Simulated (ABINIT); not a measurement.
# ScH3 (Pm-3m): Raman and infrared activity

Wanted: vibrational spectra of ScH3 (Pm-3m) from linear and non-linear response.

Main program and level: ABINIT 10.8.3; DFT LDA, scalar-relativistic, plane waves, PseudoDojo norm-conserving pseudopotentials.

This is a report of a sequence of runs, with most program output left out.

The structure was built from a prototype and need not be the compound's stable phase.

### 1. The starting structure

It takes space group Pm-3m (No. 221, cubic). The conventional cell has a = 4.161 Å, b = 4.161 Å, c = 4.161 Å, α = 90.00°, β = 90.00°, γ = 90.00°. Nearest to Sc lie 6 H at 2.08 Å. Nearest to H lie 2 Sc at 2.08 Å. Farther neighbours are not listed.

### 2. A first look

A first run with smearing and empty bands tells whether the crystal has a gap, which decides between fixed occupations and smearing later on.

probe.abi

```
# ground state
tolvrs 1.0d-08
prtden 1
prtwf 1

# basis, mesh and filling
ecut 35.0
ngkpt 4 4 4
nshiftk 1
shiftk 0.0 0.0 0.0
istwfk *1
occopt 7
tsmear 0.005
nband 13
nstep 100
diemac 9.0
prtebands 0
prtgsr 0

# cell and atoms
acell 3*1.0 Angstrom
rprim 
    4.1613 0.0 0.0
    0.0 4.1613 0.0
    0.0 0.0 4.1613
ntypat 2
znucl 21 1
natom 4
typat 1 2 2 2
xred 
    0.0 0.0 0.0
    0.5 0.0 0.0
    0.0 0.5 0.0
    0.0 0.0 0.5
pp_dirpath "./pseudo"
pseudos "Sc.upf, H.upf"
```

Command:

```sh
> OMP_NUM_THREADS=1 mpirun -n 4 abinit probe.abi > probe.log
```

Elapsed: 6.3 s, on 4 MPI ranks of Arm Neoverse V2, shared host.

Read from the output:

| Quantity | Value |
| --- | --- |
| volume per atom | 18.01 Å³ |
| pressure | -7.668 GPa |
| gap on the k-mesh | 2.109 eV |

A gap of 2.1 eV opens on this mesh, so the crystal is taken as an insulator; the printed pressure holds the stress of the finite basis too.

### 3. Rough relaxation

The typed start is rough, so a first relaxation with smearing and loose thresholds takes it towards rest cheaply.

prerelax.abi

```
# relaxation
ionmov 2
optcell 2
dilatmx 1.15
chkdilatmx 0
ntime 40
tolmxf 3.0d-04
tolvrs 1.0d-10
prtwf 0
prtden 0
chksymtnons 0

# basis, mesh and filling
ecut 35.0
ecutsm 3.0
ngkpt 4 4 4
nshiftk 1
shiftk 0.0 0.0 0.0
istwfk *1
occopt 7
tsmear 0.005
nband 13
nstep 100
diemac 9.0
prtebands 0
prtgsr 0

# cell and atoms
acell 3*1.0 Angstrom
rprim 
    4.1613 0.0 0.0
    0.0 4.1613 0.0
    0.0 0.0 4.1613
ntypat 2
znucl 21 1
natom 4
typat 1 2 2 2
xred 
    0.0 0.0 0.0
    0.5 0.0 0.0
    0.0 0.5 0.0
    0.0 0.0 0.5
pp_dirpath "./pseudo"
pseudos "Sc.upf, H.upf"
```

Command:

```sh
> OMP_NUM_THREADS=1 mpirun -n 4 abinit prerelax.abi > prerelax.log
```

It took 39 s on 4 MPI ranks; 2.5 min of CPU time.

The steps of the relaxation:

| step | energy less that of the first step (eV) | largest force (eV/Å) | volume (Å³) |
| --- | --- | --- | --- |
| 1 | 0.0000 | 0.0000 | 72.06 |
| 2 | -0.0756 | 0.0000 | 70.41 |
| 3 | -0.4194 | 0.0000 | 52.05 |
| 4 | -0.4591 | 0.0000 | 56.76 |
| 5 | -0.4611 | 0.0000 | 55.92 |

| conventional cell, symmetrised | before | after | change |
| --- | --- | --- | --- |
| a (Å) | 4.161 | 3.824 | -8.1 % |
| b (Å) | 4.161 | 3.824 | -8.1 % |
| c (Å) | 4.161 | 3.824 | -8.1 % |
| volume (Å³/atom) | 18.01 | 13.98 | -22.4 % |

Final coordinates:

```cif
data_structure
_symmetry_space_group_name_H-M 'P 1'
_symmetry_Int_Tables_number 1
_cell_length_a 3.8239
_cell_length_b 3.8239
_cell_length_c 3.8239
_cell_angle_alpha 90.000
_cell_angle_beta 90.000
_cell_angle_gamma 90.000
_cell_volume 55.92
loop_
_atom_site_label
_atom_site_type_symbol
_atom_site_fract_x
_atom_site_fract_y
_atom_site_fract_z
_atom_site_occupancy
Sc1 Sc 0.00000 0.00000 0.00000 1
H2 H 0.50000 0.00000 0.00000 1
H3 H 0.00000 0.50000 0.00000 1
H4 H 0.00000 0.00000 0.50000 1
```

This step gave:

| Item | Value |
| --- | --- |
| volume per atom | 13.98 Å³ |
| pressure | -0.04437 GPa |
| gap on the k-mesh | 1.882 eV |

The volume changes by -22.4 % in this run and stands -22.4 % from the first cell.

### 4. Rough relaxation

The cell changed much, so the rough relaxation is repeated on a basis made for the new cell.

prerelax.abi: that of step 3 with these lines changed.

```diff
@@ -30,5 +30,5 @@
 rprim 
-    4.1613 0.0 0.0
-    0.0 4.1613 0.0
-    0.0 0.0 4.1613
+    3.823926332 0.0 0.0
+    0.0 3.823926332 0.0
+    0.0 0.0 3.823926332
 ntypat 2
```

The job ended after 6.1 s (4 MPI ranks).

Little changed from the start: no atom moved by 0.005 Å and no cell edge by 0.1 %.

Numbers from this step:

```yaml
pressure: -0.04436 GPa
```

The volume changes by +0.0 % in this run and stands -22.4 % from the first cell.

### 5. Relaxing the cell and atoms

The harmonic expansion needs vanishing forces, and a free crystal bears no stress, so cell and atoms are brought to rest. Stress is more sensitive to the basis than forces are: the last 3 Ha under the cutoff are smoothed with ecutsm, and the cutoff is raised above that of the later runs.

relax.abi

```
# relaxation
ionmov 2
optcell 2
dilatmx 1.08
ntime 40
tolmxf 1.0d-05
tolvrs 1.0d-14
prtwf 0
prtden 0
chksymtnons 0

# basis, mesh and filling
ecut 43.0
ecutsm 3.0
ngkpt 6 6 6
nshiftk 1
shiftk 0.0 0.0 0.0
istwfk *1
occopt 1
nband 7
nstep 100
diemac 9.0
prtebands 0
prtgsr 0

# cell and atoms
acell 3*1.0 Angstrom
rprim 
    3.823926335 0.0 0.0
    0.0 3.823926335 0.0
    0.0 0.0 3.823926335
ntypat 2
znucl 21 1
natom 4
typat 1 2 2 2
xred 
    0.0 0.0 0.0
    0.5 0.0 0.0
    0.0 0.5 0.0
    0.0 0.0 0.5
pp_dirpath "./pseudo"
pseudos "Sc.upf, H.upf"
```

Command:

```sh
> OMP_NUM_THREADS=1 mpirun -n 4 abinit relax.abi > relax.log
```

It took 24 s on 4 MPI ranks; 95 s of CPU time.

Little changed from the start: no atom moved by 0.005 Å and no cell edge by 0.1 %.

Numbers from this step:

* volume per atom: 13.95 Å³
* pressure: 1.42e-4 GPa

The volume changes by -0.2 % in this run and stands -22.6 % from the first cell.

### 6. Self-consistent run for the response

The response is built on these wavefunctions, so the potential is converged far more tightly than an energy would need. The mesh is shifted off Γ, since shifted meshes converge sums over the zone faster.

gs.abi

```
# ground state
tolvrs 1.0d-16
prtden 1
prtwf 1

# basis, mesh and filling
ecut 35.0
ngkpt 6 6 6
nshiftk 1
shiftk 0.5 0.5 0.5
istwfk *1
occopt 1
nband 7
nstep 100
diemac 9.0
prtebands 0
prtgsr 0

# cell and atoms
acell 3*1.0 Angstrom
rprim 
    3.82139626 0.0 0.0
    0.0 3.82139626 0.0
    0.0 0.0 3.82139626
ntypat 2
znucl 21 1
natom 4
typat 1 2 2 2
xred 
    0.0 0.0 0.0
    0.5 0.0 0.0
    0.0 0.5 0.0
    0.0 0.0 0.5
pp_dirpath "./pseudo"
pseudos "Sc.upf, H.upf"
```

Command:

```sh
> OMP_NUM_THREADS=1 mpirun -n 4 abinit gs.abi > gs.log
```

Wall time 5.2 s (4 MPI ranks).

This step gave:

* pressure: -0.1665 GPa

The cell stands at -0.17 GPa: the relaxation ran with a smoothed and higher cutoff and on another k mesh.

### 7. The gap at rest

Empty bands on the ground state's density check that the gap assumed so far is there in this cell.

gap.abi

```
# empty bands on the ground state's density
iscf -2
getden_filepath "gso_DEN"
tolwfr 1.0d-12
nbdbuf 2
prtwf 0

# basis, mesh and filling
ecut 35.0
ngkpt 6 6 6
nshiftk 1
shiftk 0.0 0.0 0.0
istwfk *1
occopt 1
nband 11
nstep 100
diemac 9.0
prtebands 0
prtgsr 0

# cell and atoms
acell 3*1.0 Angstrom
rprim 
    3.82139626 0.0 0.0
    0.0 3.82139626 0.0
    0.0 0.0 3.82139626
ntypat 2
znucl 21 1
natom 4
typat 1 2 2 2
xred 
    0.0 0.0 0.0
    0.5 0.0 0.0
    0.0 0.5 0.0
    0.0 0.0 0.5
pp_dirpath "./pseudo"
pseudos "Sc.upf, H.upf"
```

Command:

```sh
> OMP_NUM_THREADS=1 mpirun -n 4 abinit gap.abi > gap.log
```

Elapsed: 6 s, on 4 MPI ranks.

This step gave:

```yaml
gap_on_the_k_mesh: 1.888 eV
```

In this cell the gap on the mesh is 1.9 eV, indirect (smallest direct 2.3 eV), so fixed occupations hold.

### 8. Zone-centre response

The derivative of the wavefunctions by k comes first, since the response to a field is built on it; then the field and the displacements that symmetry doesn't supply are solved at q = 0. By the 2n+1 theorem the first-order wavefunctions also give third derivatives: Raman tensors and the non-linear susceptibility.

It reads the wavefunctions written in step 6.

dfpt_gamma.abi

```
ndtset 3

# common to the responses
getwfk_filepath "gso_WFK"
kptopt 2
nqpt 1
qpt 0.0 0.0 0.0
asr 0
chneut 0

# d/dk
rfelfd1 2
rfdir1 1 1 1
iscf1 -3
tolwfr1 1.0d-20

# displacements, field
rfphon2 1
rfatpol2 1 4
rfdir2 1 1 1
rfelfd2 3
getddk2 1
tolvrs2 1.0d-10
prepanl2 1
prtden2 1

# third order
optdriver3 5
getden_filepath3 "gso_DEN"
get1den3 2
get1wf3 2
getddk3 1
d3e_pert1_elfd3 1
d3e_pert1_phon3 1
d3e_pert1_atpol3 1 4
d3e_pert1_dir3 1 1 1
d3e_pert2_elfd3 1
d3e_pert2_dir3 1 1 1
d3e_pert3_elfd3 1
d3e_pert3_dir3 1 1 1
usepead3 1
tolvrs3 1.0d-10

# basis, mesh and filling
ecut 35.0
ngkpt 6 6 6
nshiftk 1
shiftk 0.5 0.5 0.5
istwfk *1
occopt 1
nband 7
nstep 100
diemac 9.0
prtebands 0
prtgsr 0

# cell and atoms
acell 3*1.0 Angstrom
rprim 
    3.82139626 0.0 0.0
    0.0 3.82139626 0.0
    0.0 0.0 3.82139626
ntypat 2
znucl 21 1
natom 4
typat 1 2 2 2
xred 
    0.0 0.0 0.0
    0.5 0.0 0.0
    0.0 0.5 0.0
    0.0 0.0 0.5
pp_dirpath "./pseudo"
pseudos "Sc.upf, H.upf"
```

Command:

```sh
> OMP_NUM_THREADS=1 mpirun -n 4 abinit dfpt_gamma.abi > dfpt_gamma.log
```

Run time: 5.1 min. Hardware: 4 MPI ranks; 21 min of CPU time.

Numbers from this step:

```yaml
miss_of_the_charge_sum_rule: 0.009541 e
largest_acoustic_frequency_at_the_zone_centre_before_the_sum_rule: 3.2 cm⁻¹
highest_optical_zone_centre_mode_no_lo_to_term: 1620 cm⁻¹
lowest_optical_zone_centre_mode: -340.1 cm⁻¹
mean_high_frequency_dielectric_constant: 4.217
largest_born_charge_in_size_third_of_the_trace: 2.895 e
```

Born charge (rows field, columns displacement), before the sum rule (e), principal values of the symmetric part by kind of site:

| atom | atoms with these values | low | middle | high | mean |
| --- | --- | --- | --- | --- | --- |
| Sc1 | 1 | 2.90 | 2.90 | 2.90 | 2.90 |
| H2 | 3 | -1.66 | -0.61 | -0.61 | -0.96 |

In full for H2:

```
-1.66  0.00  0.00
 0.00 -0.61  0.00
 0.00  0.00 -0.61
```

High-frequency dielectric tensor:

```
4.22 0.00 0.00
0.00 4.22 0.00
0.00 0.00 4.22
```

The acoustic modes at Γ come out as far as 3.2 cm⁻¹ from zero, where they should vanish, a small numerical error; the Born charges miss their sum rule by 0.0095 e, which is good. The lowest optical mode is imaginary, 340i cm⁻¹, an instability at this level and on this k mesh.

### 9. Zone-centre analysis

anaddb reads the merged derivatives, imposes the acoustic sum rule and charge neutrality, and adds the LO-TO term along chosen directions.

anaddb.abi

```
ddb_filepath "gamma_DDB"
output_file "anaddb.abo"
outdata_prefix "anaddb"
asr 1
chneut 1
enunit 2
eivec 1
nph1l 1
qph1l 0.0 0.0 0.0 1.0
dieflag 2
nph2l 3
qph2l 
    1.0 0.0 0.0 0.0
    0.0 0.0 1.0 0.0
    1.0 1.0 1.0 0.0
nlflag 1
ramansr 1
alphon 1
prtmbm 1
```

mrgddb.in

```
gamma_DDB
merged
3
dfpt_gammao_DS2_DDB
dfpt_gammao_DS3_DDB
gso_DDB
```

Command:

```sh
> mrgddb < mrgddb.in > mrgddb.log
> OMP_NUM_THREADS=1 anaddb anaddb.abi > anaddb.log
```

Elapsed: 1.1 s, on 1 thread.

Read from the output:

```
highest mode moved by the LO-TO term : 1806 cm⁻¹
```

No LO-TO term; unit eigenvectors of the mass-weighted matrix, from anaddb's displacements. Modes at Γ, with each element's share of the kinetic energy (negative means imaginary):

| mode | frequency (cm⁻¹) | symmetry | Sc % | H % |
| --- | --- | --- | --- | --- |
| 1 | -340.1 | T2u | 0 | 100 |
| 2 | -340.1 | T2u | 0 | 100 |
| 3 | -340.1 | T2u | 0 | 100 |
| 4 | -311.5 | T1u | 4 | 96 |
| 5 | -311.5 | T1u | 4 | 96 |
| 6 | -311.5 | T1u | 4 | 96 |
| 7 | 0.0 | acoustic | 94 | 6 |
| 8 | 0.0 | acoustic | 94 | 6 |
| 9 | 0.0 | acoustic | 94 | 6 |
| 10 | 1620.0 | T1u | 2 | 98 |
| 11 | 1620.0 | T1u | 2 | 98 |
| 12 | 1620.0 | T1u | 2 | 98 |

Displacements in mode 1 (-340.1 cm⁻¹), the largest set to 1:
```
Sc1  0.00  0.00  0.00
H2   0.00  0.00 -1.00
H3   0.00  0.00  1.00
H4   0.00  0.00  0.00
```

Displacements in mode 4 (-311.5 cm⁻¹), the largest set to 1:
```
Sc1  0.00  0.00 -0.04
H2   0.00  0.00  1.00
H3   0.00  0.00  1.00
H4   0.00  0.00 -0.05
```

With imaginary modes the relaxed-ion tensors have no meaning and are not tabulated.

The rule moves no optical mode by more than 0.1 cm⁻¹.

### 10. What came out

* space group after relaxation: Pm-3m
* volume per atom: 14.0 Å³
* highest optical zone-centre mode (no LO-TO term): 1620 cm⁻¹
* lowest optical zone-centre mode: -340.1 cm⁻¹
* highest mode moved by the LO-TO term: 1806 cm⁻¹
* mean high-frequency dielectric constant: 4.22
* largest Born charge in size (third of the trace): 2.90 e
* imaginary optical modes at the zone centre (no q mesh in this session): yes

In words: No mode is Raman active in this structure. At the LDA level the optical modes of ScH3 (Pm-3m) at the zone centre (no LO-TO term) run from 340i to 1620 cm⁻¹, so the structure is a saddle point, with 6 modes beyond 10i cm⁻¹ there. Along the directions run, the highest mode that the macroscopic field moves lies at 1806 cm⁻¹. These are harmonic frequencies at zero temperature: anharmonic shifts and linewidths and thermal expansion are left out. The structure is a hypothetical one, built on a prototype.

[Host names and launcher messages were left out of these logs when they were recorded.]

[Logs are printed without paths, hosts, clocks, repeated set-up lines and the standing remarks that a program may print on its own settings, such as how far it seeks lower states.]

[Hosts, paths, dates, database ids (printed as entryN), source tags and the programs' standing remarks are cut or masked in the printed files.]
